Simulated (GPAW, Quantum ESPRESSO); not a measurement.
Consider ScAl (Pm-3m).

```xyz
2
Lattice="3.3703 0.0000 0.0000 0.0000 3.3703 0.0000 0.0000 0.0000 3.3703" Properties=species:S:1:pos:R:3 pbc="T T T"
Sc    1.6852    1.6852    1.6852
Al    0.0000    0.0000    0.0000
```

Absorber: atom 2, with 8 Sc at 2.92 Å and 6 Al at 3.37 Å (cube and octahedron, as in bcc, site symmetry m-3m). Method: Quantum ESPRESSO XSpectra, LDA, excited-electron core hole (neutral cell), 8-atom cell with 5.8 Å between holes, 6×6×6 k points, dipole transitions, Lorentzian half width 0.3 eV up to 4 eV, rising linearly to 2.5 eV at 25 eV.

Q: What does the Al K edge look like?

Main maxima up to 24 eV above the zero (height): 0.7 eV (1.17), 5.6 eV (1.94), 10.0 eV (1.10) and 20.8 eV (1.08). A K edge sees empty p states on the absorber. The total-energy difference is 1563.32 eV. One term is added: -13.88 eV, since the hole is spin-paired here and a spin-polarised one costs that much less in the free atom (computed apart). The photon energy is then 1549.44 eV. The tabulated edge of the element is 1559 eV. The functional leaves an error in such absolute values: in the free atom LDA prices this hole 7.2 eV below PBE (computed apart), and PBE is itself good to a few eV.

The Al K spectrum (energy from the energy zero of the input (xe0, at the border of filled and empty states); intensity scaled to a mean of 1 over the first 20 eV; the points at xe0, where the cut of filled states can leave a spike, are interpolated):

| E (eV) | intensity |
| --- | --- |
| -2.0 | 0.05 |
| -1.5 | 0.07 |
| -1.0 | 0.10 |
| -0.5 | 0.18 |
| 0.0 | 0.56 |
| 0.5 | 1.12 |
| 1.0 | 1.01 |
| 1.5 | 0.59 |
| 2.0 | 0.44 |
| 2.5 | 0.55 |
| 3.0 | 0.92 |
| 3.5 | 1.28 |
| 4.0 | 1.34 |
| 4.5 | 1.40 |
| 5.0 | 1.71 |
| 5.5 | 1.93 |
| 6.0 | 1.85 |
| 6.5 | 1.42 |
| 7.0 | 1.07 |
| 7.5 | 0.93 |
| 8.0 | 0.93 |
| 8.5 | 0.97 |
| 9.0 | 1.05 |
| 9.5 | 1.09 |
| 10.0 | 1.10 |
| 10.5 | 1.08 |
| 11.0 | 1.04 |
| 11.5 | 0.99 |
| 12.0 | 0.94 |
| 12.5 | 0.90 |
| 13.0 | 0.87 |
| 13.5 | 0.85 |
| 14.0 | 0.83 |
| 14.5 | 0.80 |
| 15.0 | 0.76 |
| 15.5 | 0.73 |
| 16.0 | 0.72 |
| 16.5 | 0.73 |
| 17.0 | 0.75 |
| 17.5 | 0.79 |
| 18.0 | 0.84 |
| 18.5 | 0.90 |
| 19.0 | 0.96 |
| 19.5 | 1.01 |
| 20.0 | 1.05 |
| 20.5 | 1.08 |
| 21.0 | 1.08 |
| 21.5 | 1.07 |
| 22.0 | 1.05 |
| 22.5 | 1.04 |
| 23.0 | 1.03 |
| 23.5 | 1.03 |
| 24.0 | 1.02 |
| 24.5 | 1.02 |
| 25.0 | 1.02 |
| 25.5 | 1.02 |
| 26.0 | 1.02 |
| 26.5 | 1.01 |
| 27.0 | 1.00 |
| 27.5 | 0.99 |
| 28.0 | 0.98 |
| 28.5 | 0.96 |
| 29.0 | 0.94 |
| 29.5 | 0.92 |
| 30.0 | 0.90 |
| 30.5 | 0.88 |
| 31.0 | 0.87 |
| 31.5 | 0.87 |
| 32.0 | 0.87 |

The holes are only 5.8 Å apart, so the shape is probably not converged with cell size; no larger cell was run here. Lifetime broadening is put in by hand, and intensities beyond about 20 eV depend on it and on the partial waves. The structure is a computed Materials Project entry and may be a hypothetical form.

[Banner, clock and machine lines of the logs are left out without a mark of their own.]

[Logs are printed without paths, hosts, clocks, repeated set-up lines and the standing remarks that a program may print on its own settings, such as how far it seeks lower states.]

[Hosts, paths, dates, database ids (printed as entryN), source tags and the programs' standing remarks are cut or masked in the printed files.]

[Lists of maxima count a maximum above −3 eV only where it reaches 4 % of the highest in the window and stands out from its surroundings by 2 % of it (1.5 % where it reaches 55 %); shoulders and weaker maxima are passed over, and of the rest the first, up to two pre-edge ones and the few strongest are named.]
